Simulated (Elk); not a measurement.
Planning a run of Elk 11.2.3 (patched build) on TePb (Fm-3m). The input:

```
tasks
  0

xctype
  20

rgkmax
  8.5

gmaxvr
  18.0

lmaxapw
  10

lmaxo
  8

nxlo
  2

lorbcnd
  .true.

autolinengy
  .true.

tshift
  .false.

ngridk
  4 4 4

swidth
  0.0005

maxscl
  80

vkloff
  0.05 0.15 0.25

nempty
  10

sppath
  './'

avec
  -0.0000000000 6.1057051087 6.1057051087
  6.1057051087 0.0000000000 6.1057051087
  6.1057051087 6.1057051087 0.0000000000

atoms
  2
  'Te.in'
  1
  0.5000000000 0.5000000000 0.5000000000
  'Pb.in'
  1
  0.0000000000 0.0000000000 0.0000000000
```

```sh
OMP_NUM_THREADS=8 elk > log
```

Question: Estimate wall time and host memory on 8 threads of Arm Neoverse V1, shared host.

It took 19 s; on shared hardware allow 9.6 s to 38 s. Peak host memory was 0.32 GiB.

[Paths, hosts, dates, memory and timing lines, banners, echoed tables and standing remarks are left out of the program output.]

[Logs are printed without paths, hosts, clocks, repeated set-up lines and the standing remarks that a program may print on its own settings, such as how far it seeks lower states.]

[Runs of the session that timed out or met a known fault of the program may be left out.]

[Hosts, paths, dates, database ids (printed as entryN), source tags and the programs' standing remarks are cut or masked in the printed files.]
